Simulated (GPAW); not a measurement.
# How SiAu3 absorbs and reflects light

Aim: the dielectric function of SiAu3, and the optical constants that follow from it.

Program: GPAW 26.7.0. Level of theory: DFT, LDA, plane-wave PAW (GPAW data sets), scalar-relativistic, RPA, optical limit. Results are calculated unless marked as measured.

## (1) The structure

It takes space group Fm-3m (No. 225, cubic). The conventional cell has a = 6.571 Å, b = 6.571 Å, c = 6.571 Å, α = 90.00°, β = 90.00°, γ = 90.00°. Nearest to Au lie 8 Au at 2.85 Å. Nearest to Au lie 4 Si at 2.85 Å and 4 Au at 2.85 Å. Si has 8 Au at 2.85 Å nearest. Farther neighbours are not listed.

## (2) Ground state

First the ground state: is it a metal or has it a gap?

This step: DFT, LDA, plane-wave PAW (GPAW data sets), scalar-relativistic, ground state (GPAW 26.7.0).

File gs.py:

```python
from ase import Atoms
from ase.dft.bandgap import bandgap
from gpaw import GPAW, PW, FermiDirac

atoms = Atoms(['Au', 'Au', 'Au', 'Si'],
              cell=[[0.00000000, 3.28573400, 3.28573400],
                    [3.28573400, 0.00000000, 3.28573400],
                    [3.28573400, 3.28573400, 0.00000000]],
              scaled_positions=[[0.50000000, 0.50000000, 0.50000000],
                                [0.75000000, 0.75000000, 0.75000000],
                                [0.25000000, 0.25000000, 0.25000000],
                                [0.00000000, 0.00000000, 0.00000000]],
              pbc=[True, True, True])
atoms.calc = GPAW(mode=PW(400), xc='LDA', kpts={'size': (6, 6, 6), 'gamma': True},
                  occupations=FermiDirac(0.05), maxiter=150, txt='gs.txt')
print('energy (eV)', atoms.get_potential_energy())
print('Fermi level (eV)', atoms.calc.get_fermi_level())
print('valence electrons', atoms.calc.get_number_of_electrons())
print('gap (eV)', bandgap(atoms.calc, output=None)[0])
print('direct gap (eV)', bandgap(atoms.calc, direct=True, output=None)[0])
atoms.calc.write('gs.gpw')
```

Launch:

```console
$ OMP_NUM_THREADS=1 python gs.py
```

Numbers of over 12 decimals in the logs are rounded to 6 here.

What it wrote:

```text
__  _  _
 | _ |_)|_||  |
 |__||  | ||/\| - 26.7.0

Versions:
  Python: 3.12.14
  ASE:    3.29.0
  Numpy:  2.5.5
  Scipy:  1.18.1
  Libxc:  7.0.0

Input parameters:
  mode=PW(ecut=400.0),
  kpts=MonkhorstPack(size=(6, 6, 6), gamma=True),
  maxiter=150,
  occupations=Occupations(name='fermi-dirac', width=0.05, fixmagmom=False),
  xc=XC(name='LDA')

Diagonalizing LCAO Hamiltonian
Converting LCAO to pw mode

                      Au

                 Au

            Au

       Si

Atoms  # Å, Bohr magnetons
|   | symbol |        x |        y |        z |    initial magnetic moments |
| 0 |     Au | 3.285734 | 3.285734 | 3.285734 | ( 0.0000,  0.0000,  0.0000) |
| 1 |     Au | 4.928601 | 4.928601 | 4.928601 | ( 0.0000,  0.0000,  0.0000) |
| 2 |     Au | 1.642867 | 1.642867 | 1.642867 | ( 0.0000,  0.0000,  0.0000) |
| 3 |     Si | 0.000000 | 0.000000 | 0.000000 | ( 0.0000,  0.0000,  0.0000) |

Unit cell  # Å
| periodic |        x |        y |        z |  lengths |    angles |
|      yes | 0.000000 | 3.285734 | 3.285734 | 4.646730 | 60.000000 |
|      yes | 3.285734 | 0.000000 | 3.285734 | 4.646730 | 60.000000 |
|      yes | 3.285734 | 3.285734 | 0.000000 | 4.646730 | 60.000000 |

Number of symmetries: 48
Symmetry operations  # r_c * U_cc + t_c -> r_c
|    | kind |            matrix            |
|  0 |  σ   |  1, 0, 0,  1, 0,-1,  1,-1, 0 |
|  1 |  C2  |  1, 0, 0,  1,-1, 0,  1, 0,-1 |
|  2 |  E   |  1, 0, 0,  0, 1, 0,  0, 0, 1 |
|  3 |  σ   |  1, 0, 0,  0, 0, 1,  0, 1, 0 |
|  4 |  C4  |  1, 0,-1,  1, 0, 0,  1,-1, 0 |
|  5 |  S6  |  1, 0,-1,  1,-1, 0,  1, 0, 0 |
|  6 |  σ   |  1, 0,-1,  0, 1,-1,  0, 0,-1 |
|  7 |  C3  |  1, 0,-1,  0, 0,-1,  0, 1,-1 |
|  8 |  S6  |  1,-1, 0,  1, 0, 0,  1, 0,-1 |
|  9 |  C4  |  1,-1, 0,  1, 0,-1,  1, 0, 0 |
| 10 |  C3  |  1,-1, 0,  0,-1, 1,  0,-1, 0 |
| 11 |  σ   |  1,-1, 0,  0,-1, 0,  0,-1, 1 |
| 12 |  σ   |  0, 1, 0,  1, 0, 0,  0, 0, 1 |
| 13 |  C4  |  0, 1, 0,  0, 1,-1, -1, 1, 0 |
| 14 |  C3  |  0, 1, 0,  0, 0, 1,  1, 0, 0 |
| 15 |  S6  |  0, 1, 0, -1, 1, 0,  0, 1,-1 |
| 16 |  C2  |  0, 1,-1,  1, 0,-1,  0, 0,-1 |
| 17 |  σ   |  0, 1,-1,  0, 1, 0, -1, 1, 0 |
| 18 |  S4  |  0, 1,-1,  0, 0,-1,  1, 0,-1 |
| 19 |  C4  |  0, 1,-1, -1, 1, 0,  0, 1, 0 |
| 20 |  C3  |  0, 0, 1,  1, 0, 0,  0, 1, 0 |
| 21 |  σ   |  0, 0, 1,  0, 1, 0,  1, 0, 0 |
| 22 |  S6  |  0, 0, 1,  0,-1, 1, -1, 0, 1 |
| 23 |  C4  |  0, 0, 1, -1, 0, 1,  0,-1, 1 |
| 24 |  S4  |  0, 0,-1,  1, 0,-1,  0, 1,-1 |
| 25 |  C3  |  0, 0,-1,  0, 1,-1,  1, 0,-1 |
| 26 |  C2  |  0, 0,-1,  0,-1, 0, -1, 0, 0 |
| 27 |  S6  |  0, 0,-1, -1, 0, 0,  0,-1, 0 |
| 28 |  S4  |  0,-1, 1,  1,-1, 0,  0,-1, 0 |
| 29 |  C4  |  0,-1, 1,  0, 0, 1, -1, 0, 1 |
| 30 |  C2  |  0,-1, 1,  0,-1, 0,  1,-1, 0 |
| 31 |  σ   |  0,-1, 1, -1, 0, 1,  0, 0, 1 |
| 32 |  C3  |  0,-1, 0,  1,-1, 0,  0,-1, 1 |
| 33 |  S6  |  0,-1, 0,  0, 0,-1, -1, 0, 0 |
| 34 |  S4  |  0,-1, 0,  0,-1, 1,  1,-1, 0 |
| 35 |  C2  |  0,-1, 0, -1, 0, 0,  0, 0,-1 |
| 36 |  C2  | -1, 1, 0,  0, 1, 0,  0, 1,-1 |
| 37 |  S6  | -1, 1, 0,  0, 1,-1,  0, 1, 0 |
| 38 |  S4  | -1, 1, 0, -1, 0, 1, -1, 0, 0 |
| 39 |  C3  | -1, 1, 0, -1, 0, 0, -1, 0, 1 |
| 40 |  S6  | -1, 0, 1,  0, 0, 1,  0,-1, 1 |
| 41 |  C2  | -1, 0, 1,  0,-1, 1,  0, 0, 1 |
| 42 |  C3  | -1, 0, 1, -1, 1, 0, -1, 0, 0 |
| 43 |  S4  | -1, 0, 1, -1, 0, 0, -1, 1, 0 |
| 44 |  C2  | -1, 0, 0,  0, 0,-1,  0,-1, 0 |
| 45 |  i   | -1, 0, 0,  0,-1, 0,  0, 0,-1 |
| 46 |  σ   | -1, 0, 0, -1, 1, 0, -1, 0, 1 |
| 47 |  C2  | -1, 0, 0, -1, 0, 1, -1, 1, 0 |

BZ-sampling:
  Number of BZ points: 216
  Number of IBZ points: 16

  Monkhorst-Pack size: [6, 6, 6]
  Monkhorst-Pack shift: [0.083333, 0.083333, 0.083333]

K-points  # in reciprocal-cell coordinates
|     |                                coordinates |     weight |
|   0 | (  0.00000000,   0.00000000,   0.00000000) | 0.00462963 |
|   1 | (  0.16666667,   0.16666667,   0.00000000) | 0.02777778 |
|   2 | (  0.16666667,   0.16666667,   0.16666667) | 0.03703704 |
|   3 | (  0.33333333,   0.16666667,   0.16666667) | 0.05555556 |
|   4 | (  0.33333333,   0.33333333,  -0.33333333) | 0.05555556 |
|   5 | (  0.33333333,   0.33333333,   0.00000000) | 0.02777778 |
|   6 | (  0.33333333,   0.33333333,   0.16666667) | 0.11111111 |
|   7 | (  0.33333333,   0.33333333,   0.33333333) | 0.03703704 |
|   8 | (  0.50000000,   0.33333333,  -0.33333333) | 0.11111111 |
|   9 | (  0.50000000,   0.33333333,  -0.16666667) | 0.05555556 |
| ... |                                            |            |
|  15 | (  0.50000000,   0.50000000,   0.50000000) | 0.01851852 |

Plane wave coefficients: 1308
Cutoff: 400.0 eV

Spin-components: 1 (collinear spins)
Bands:           27
Projectors:      23
Spin-degeneracy: 2
Datatype:        complex128

Parallelization:
  kpt:    1
  domain: 1
  band:   1

Density:
  Valence electrons: 37.0
  Components: 1
  Grid points: [24 24 24]
  Charge: 0.0  # |e|

Potential:
  Grid points: [24 24 24]

species:
  Au:
    name:    Gold
    id:
    Z:       79.0
    valence: 11
    core:    68
    charge:  0.0  # [|e|]
    compensation charges:
      type: gauss
      rc: 0.42  # [Å]
      lmax: 2
    cutoffs:
      filter: 2.33  # [Å]
      core: 2.81  # [Å]
    projectors
    | kind |    occ | energy [eV] | rcut [Å] |
    |   6s |  1.000 |      -6.048 |    1.323 |
    |   6p |  0.000 |      -0.888 |    1.323 |
    |   5d | 10.000 |      -7.129 |    1.323 |
    |    s |        |      21.163 |    1.323 |
    |    p |        |      26.323 |    1.323 |
    |    d |        |      20.082 |    1.323 |

    Using partial waves for Au as LCAO basis

  Si:
    name:    Silicon
    id:
    Z:       14.0
    valence: 4
    core:    10
    charge:  0.0  # [|e|]
    compensation charges:
      type: gauss
      rc: 0.33  # [Å]
      lmax: 2
    cutoffs:
      filter: 1.86  # [Å]
      core: 2.06  # [Å]
    projectors
    | kind |    occ | energy [eV] | rcut [Å] |
    |   3s |  2.000 |     -10.878 |    1.058 |
    |   3p |  2.000 |      -4.162 |    1.058 |
    |    s |        |      16.334 |    1.058 |
    |    p |        |      23.049 |    1.058 |
    |    d |        |       0.000 |    1.058 |

    Using partial waves for Si as LCAO basis

Reference energy: -1556799.431989  # eV

eigensolver:
  PPCG
  Converge bands: occupied
  niter=2

density mixing:
  MSR1-Mixer
  Pratt-step length: 0.05
  Maximum mixing coefficient: 0.75
  Old densities: 10
  SVD Regularization: 0.005
  Good broyden scale: 1.0
  Trust region scale: 1.0
  Backstep threshold: 4.0
  History deletion threshold: 6.0
  Fourier metric: weight=20.0, sigma=0.015

occupation numbers:
  Fermi-Dirac:
    width: 0.0500  # eV

poisson solver:
  ecut: 3200.0  # eV

xc functional:
  name: None

convergence criteria:
- Maximum [total energy] change in last 3 cyles: 0.0005 eV / valence electron
- Maximum integral of absolute [dens]ity change: 0.0001 electrons / valence electron
- Maximum integral of absolute [eigenst]ate change: 4e-08 eV^2 / valence electron
maximum number of iterations: 150

SCF iterations
|iter     |      energy | eigst |  dens |
|iter:   1||  -19.843070 | +0.12 |       |
|iter:   2||  -19.452449 | -1.95 | -1.02 |
|iter:   3||  -18.310555 | -1.16 | -1.08 |
|iter:   4||  -18.287577 | -3.12 | -1.92 |
|iter:   5||  -18.281251 | -3.88 | -2.19 |
|iter:   6||  -18.280360c| -4.56 | -2.69 |
|iter:   7||  -18.280252c| -5.18 | -3.22 |
|iter:   8||  -18.280252c| -7.06 | -3.98 |
|iter:   9||  -18.280252c| -7.75c| -4.34c|

Converged in 9 steps
SCF loop duration: 6.795 s (0.755 s/step)
Energy contributions relative to reference atoms: (reference = -1556799.431989)

Energy contributions:
  Kinetic:         -34.129103
  Coulomb:          28.252608
  Zero:              0.264602
  External:          0.000000
  Xc:              -12.661913
  Entropy:          -0.012891
  Spinorbit:         0.000000
  ----------------------------
  Free energy:     -18.286697
  Extrapolated:    -18.280252

dipole moment: (-14.478739, -14.478739, -14.478739)  # |e|*Ang

Fermi level: 9.101
Eigenvalues  # (at kpt = [0.000, 0.000, 0.000])
| band index |      eig [eV] | occ [0-2] |
|          0 |        -2.183 |     2.000 |
|        ... |               |           |
|          9 |         5.439 |     2.000 |
|         10 |         5.439 |     2.000 |
|         11 |         5.439 |     2.000 |
|         12 |         5.643 |     2.000 |
|         13 |         5.643 |     2.000 |
|         14 |         5.684 |     2.000 |
|         15 |         5.684 |     2.000 |
|         16 |         6.795 |     2.000 |
|         17 |        10.584 |     0.000 |
|         18 |        10.584 |     0.000 |
|         19 |        10.584 |     0.000 |
|         20 |        11.139 |     0.000 |
|         21 |        12.798 |     0.000 |
|         22 |        12.798 |     0.000 |
|         23 |        12.798 |     0.000 |
|         24 |        15.069 |     0.000 |
|        ... |               |           |
|         26 |        15.069 |     0.000 |

No gap
No difference between direct/indirect transitions

--- standard output ---
energy (eV) -18.280252
Fermi level (eV) 9.101300
valence electrons 37.0
gap (eV) 0.0
direct gap (eV) 0.0
```

The job ended after 8.9 s (1 thread of Intel Xeon 6975P-C (Granite Rapids), shared host; peak memory 0.16 GiB).

Numbers from this step:

```
energy       : -18.28 eV
Fermi energy : 9.101 eV
electrons    : 37
```

There are states at the Fermi level within the smearing, so the occupations stay smeared and the carriers get a Drude term.

## (3) Bands for the response

The response needs many more empty bands than the density does.

This step: DFT, LDA, plane-wave PAW (GPAW data sets), scalar-relativistic, bands at fixed density (GPAW 26.7.0).

File nscf.py:

```python
from ase.dft.bandgap import bandgap
from gpaw import GPAW, FermiDirac

calc = GPAW('gs.gpw').fixed_density(kpts={'size': (8, 8, 8), 'gamma': True}, nbands=41, convergence={'bands': 35},
                                    occupations=FermiDirac(0.05), txt='nscf.txt')
print('gap (eV)', bandgap(calc, output=None)[0])
print('direct gap (eV)', bandgap(calc, direct=True, output=None)[0])
calc.write('full.gpw', mode='all')
```

Launch:

```console
$ OMP_NUM_THREADS=1 python nscf.py
```

What it wrote:

```text
Diagonalizing LCAO Hamiltonian
Converting LCAO to pw mode
convergence criteria:
- Maximum integral of absolute [eigenst]ate change: 4e-08 eV^2 / valence electron
maximum number of iterations: 150

SCF iterations
|iter     |      energy | eigst |  dens |
|iter:   1||             | +2.41 |       |
|iter:   2||             | +1.22 |       |
|iter:   3||             | +0.36 |       |
|iter:   4||             | -0.48 |       |
|iter:   5||             | -1.23 |       |
|iter:   6||             | -2.09 |       |
|iter:   7||             | -2.77 |       |
|iter:   8||             | -3.52 |       |
|iter:   9||             | -4.18 |       |
|iter:  10||             | -4.96 |       |
|iter:  11||             | -5.66 |       |
|iter:  12||             | -6.42 |       |
|iter:  13||             | -7.00 |       |
|iter:  14||             | -7.57c|       |
SCF steps: 14
  __  _  _
 | _ |_)|_||  |
 |__||  | ||/\| - 26.7.0

Versions:
  Python: 3.12.14
  ASE:    3.29.0
  Numpy:  2.5.5
  Scipy:  1.18.1
  Libxc:  7.0.0

Input parameters:
  mode=PW(ecut=400.0),
  convergence={'bands': 35},
  gpts=array([24, 24, 24]),
  kpts=MonkhorstPack(size=(8, 8, 8), gamma=True),
  maxiter=150,
  nbands=41,
  occupations=Occupations(name='fermi-dirac', width=0.05, fixmagmom=False),
  parallel={},
  xc=XC(name='LDA')

--- standard output ---
gap (eV) 0.0
direct gap (eV) 0.0
```

It took 28 s on 1 thread; peak memory 0.19 GiB.

## (4) Dielectric function, RPA

Local fields let the induced charge screen the field inside the cell, which as a rule lowers ε, most along directions where the density is uneven.

This step: DFT, LDA, plane-wave PAW (GPAW data sets), scalar-relativistic, RPA, optical limit (GPAW 26.7.0).

File df.py:

```python
from gpaw.response.df import DielectricFunction

df = DielectricFunction('full.gpw', frequencies={'type': 'nonlinear', 'domega0': 0.03, 'omega2': 8},
                        ecut=80,
                        eta=0.1,
                        nbands=35,
                        rate=0.1,
                        txt='df.txt')
for direction in ['x']:
    df.get_dielectric_function(xc='RPA', direction=direction, filename=f'df_{direction}.csv')
```

Launch:

```console
$ OMP_NUM_THREADS=1 python df.py
```

What it wrote:

```text
Using integrator: PointIntegrator
NonLinearFrequencyDescriptor(from 0.000 to 30.069 eV, 393 points)
Nonperiodic BCs:  [False False False]
Using integrator: PointIntegrator
NonLinearFrequencyDescriptor(from 0.000 to 30.069 eV, 393 points)
Nonperiodic BCs:  [False False False]
Using integrator: PointIntegrator

Calculating chi0 body with:
    Ground state adapter containing:
    Number of spins: 1
    Number of kpoints: 512
    Number of irreducible kpoints: 29
    Number of completely occupied states: 17
    Number of partially occupied states: 20

    Linear response parametrization:
    q_c: [0.0, 0.0, 0.0]
    Number of frequency points: 393
    Planewave cutoff: 80.0
    Number of bands: 35
    Number of planewaves: 113
    Broadening (eta): 0.1

Integrating chi0 body.

Symmetries of q_c:
    Direct symmetries (Uq -> q): 48
    Indirect symmetries (TUq -> q): 0
In total 48 allowed symmetries.

29 groups of equivalent kpoints. 94.3359375% reduction.

Integral kind: spectral function

Calculating chi0 optical extensions with:
    Ground state adapter containing:
    Number of spins: 1
    Number of kpoints: 512
    Number of irreducible kpoints: 29
    Number of completely occupied states: 17
    Number of partially occupied states: 20

    Linear response parametrization:
    Number of frequency points: 393
    Planewave cutoff: 80.0
    Number of bands: 35
    Number of planewaves: 113
    Broadening (eta): 0.1
Integrating chi0 head and wings.

Symmetries of q_c:
    Direct symmetries (Uq -> q): 48
    Indirect symmetries (TUq -> q): 0
In total 48 allowed symmetries.

29 groups of equivalent kpoints. 94.3359375% reduction.

Integral kind: spectral function wings

Calculating drude chi0 with:
    Number of frequency points:393
    Plasma frequency decay rate: 0.1 eV

    Ground state adapter containing:
    Number of spins: 1
    Number of kpoints: 512
    Number of irreducible kpoints: 29
    Number of completely occupied states: 17
    Number of partially occupied states: 20

Symmetries of q_c:
    Direct symmetries (Uq -> q): 48
    Indirect symmetries (TUq -> q): 0
In total 48 allowed symmetries.

29 groups of equivalent kpoints. 94.3359375% reduction.

Integral kind: intraband
Plasma frequency:
[[3.09-0.j 0.  +0.j 0.  +0.j]
 [0.  +0.j 3.09-0.j 0.  +0.j]
 [0.  +0.j 0.  +0.j 3.09-0.j]]
```

Wall time 8.8 s (1 thread); peak memory 0.47 GiB.

The Im ε, E ∥ x has structure finer than the step of the table below, so its rows give means over 0.5 eV, whole bins alone (the curve runs from 0.305 to 15.1 eV). Peaks (eV: height): 0.75: 142, 1.59: 46.6.

Sum at mesh points, not converged in k. Table of Im ε, E ∥ x by photon energy; means over each step:

```csv
photon energy (eV),"Im ε, E ∥ x"
1.0,88.7
1.5,37.9
2.0,24.9
2.5,19.8
3.0,11.2
3.5,10.9
4.0,8.41
4.5,6.36
5.0,6.16
5.5,5.54
6.0,4.98
6.5,4.09
7.0,4.13
7.5,3.49
8.0,2.97
8.5,2.33
9.0,1.99
9.5,1.67
10.0,1.40
10.5,1.32
11.0,1.11
11.5,1.47
12.0,1.29
12.5,1.23
13.0,1.17
13.5,1.02
14.0,1.06
14.5,1.07
```

Values under 1 per cm are given as 1; sum at mesh points, not converged in k. Table of absorption coefficient, E ∥ x by photon energy:

```csv
photon energy (eV),"absorption coefficient, E ∥ x (1/cm)"
0.492,1.4e5
1.010,7.1e5
1.486,6.9e5
1.985,9.1e5
2.508,1.0e6
3.018,1.0e6
3.510,1.0e6
3.980,1.1e6
4.516,1.1e6
4.981,1.1e6
5.515,1.2e6
6.021,1.2e6
6.494,1.3e6
6.985,1.3e6
7.496,1.4e6
8.026,1.4e6
8.516,1.5e6
9.023,1.3e6
9.483,1.3e6
10.026,1.3e6
10.519,1.2e6
11.029,1.0e6
11.479,1.2e6
12.023,1.2e6
12.504,1.1e6
13.000,1.2e6
13.512,1.1e6
14.040,1.2e6
14.493,1.1e6
14.960,1.2e6
```

The Im ε, E ∥ x has structure finer than the step of the table below, so its rows give means over 0.5 eV, whole bins alone (the curve runs from 0.305 to 15.1 eV). Peaks (eV: height): without local fields 0.75: 143, 1.56: 52.9; with local fields 0.75: 142, 1.59: 46.6.

Sum at mesh points, not converged in k. Table of Im ε, E ∥ x by photon energy; means over each step:

```csv
photon energy (eV),without local fields,with local fields
1.0,87.8,88.7
1.5,41.9,37.9
2.0,25.8,24.9
2.5,20.7,19.8
3.0,10.5,11.2
3.5,9.84,10.9
4.0,7.78,8.41
4.5,6.08,6.36
5.0,6.05,6.16
5.5,5.43,5.54
6.0,4.90,4.98
6.5,4.03,4.09
7.0,4.25,4.13
7.5,3.53,3.49
8.0,3.04,2.97
8.5,2.39,2.33
9.0,2.06,1.99
9.5,1.74,1.67
10.0,1.45,1.40
10.5,1.41,1.32
11.0,1.22,1.11
11.5,1.64,1.47
12.0,1.43,1.29
12.5,1.36,1.23
13.0,1.23,1.17
13.5,1.08,1.02
14.0,1.11,1.06
14.5,1.17,1.07
```

The reflectivity at normal incidence, E ∥ x has structure finer than the step of the table below, so its rows give means over 0.5 eV, whole bins alone (the curve runs from 0.305 to 15.1 eV). Peaks (eV: height): 1.18: 80.1, 1.91: 72.4, 2.39: 70.2, 3.72: 59.5, 8.58: 54.1, 11.94: 31.5, 12.92: 31.7.

Sum at mesh points, not converged in k. Reflectivity at normal incidence, E ∥ x against photon energy; means over each step:

```csv
photon energy (eV),"reflectivity at normal incidence, E ∥ x (%)"
1.0,76.9
1.5,67.8
2.0,66.5
2.5,66.5
3.0,63.2
3.5,54.8
4.0,56.7
4.5,53.1
5.0,47.6
5.5,46.6
6.0,47.5
6.5,46.5
7.0,43.8
7.5,47.3
8.0,46.4
8.5,51.5
9.0,45.0
9.5,46.4
10.0,43.4
10.5,38.7
11.0,32.8
11.5,25.5
12.0,30.1
12.5,25.5
13.0,29.3
13.5,24.1
14.0,23.4
14.5,19.9
```

The loss function −Im 1/ε at q → 0, E ∥ x has structure finer than the step of the table below, so its rows give means over 0.5 eV, whole bins alone (the curve runs from 0.305 to 15.1 eV). Peaks (eV: height): 11.10: 0.794, 12.50: 0.799, 13.60: 1.02, 14.22: 1.02.

Sum at mesh points, not converged in k. Loss function −Im 1/ε at q → 0, E ∥ x against energy loss; means over each step:

```csv
energy loss (eV),"loss function −Im 1/ε at q → 0, E ∥ x"
1.0,0.0108
1.5,0.0245
2.0,0.0343
2.5,0.0388
3.0,0.0590
3.5,0.0771
4.0,0.0847
4.5,0.111
5.0,0.132
5.5,0.145
6.0,0.151
6.5,0.177
7.0,0.188
7.5,0.190
8.0,0.216
8.5,0.215
9.0,0.296
9.5,0.321
10.0,0.407
10.5,0.499
11.0,0.690
11.5,0.636
12.0,0.649
12.5,0.748
13.0,0.733
13.5,0.917
14.0,0.901
14.5,0.927
```

At chosen wavelengths:

```csv
wavelength (nm),n,k,R (%),1/α
1550,8.28,7.463,76.7,17 nm
1064,4.08,7.432,79.9,11 nm
800,4.59,5.039,67.6,13 nm
633,2.39,4.710,71.6,11 nm
405,1.64,3.237,62.4,10.0 nm
365,1.96,2.717,51.5,11 nm
248,1.38,2.203,47.5,9.0 nm
```

A polished face would reflect 65 % of daylight and look light grey (CIE x = 0.311, y = 0.326 under D65).

## (5) What came out

What this shows: At this level (LDA, RPA) SiAu3 is a metal. The mesh is too coarse to trust the carriers' weight, the reflectivity or the colour to better than tens of per cent. A polished face would reflect 65 % of daylight and look light grey (CIE x = 0.311, y = 0.326 under D65). The carriers' damping of 0.1 eV is typed, not computed; it shapes the response at the lowest energies. Spin-orbit coupling is left out although heavy atoms are present. The curves end at 15 eV, about where the summed bands run out. In this version of GPAW the matrix elements of the optical limit are incomplete, which can lower ε − 1 by up to a tenth where first-row anions or d states rule, and shift it by more in d metals. GPAW's carrier term has the form −ωp²/(ω + i·rate)², which damps like twice the rate and fails at low energy, so the curves leave the lowest energies out. The sum runs over mesh points 0.21 Å⁻¹ apart with no interpolation, so peaks are partly noise of the mesh, and the Drude plasma energy, a sum over the Fermi surface, isn't converged.

[Machine, clock and banner lines and Python warnings are left out of the logs.]

[Logs are printed without paths, hosts, clocks, repeated set-up lines and the standing remarks that a program may print on its own settings, such as how far it seeks lower states.]

[Hosts, paths, dates, database ids (printed as entryN), source tags and the programs' standing remarks are cut or masked in the printed files.]
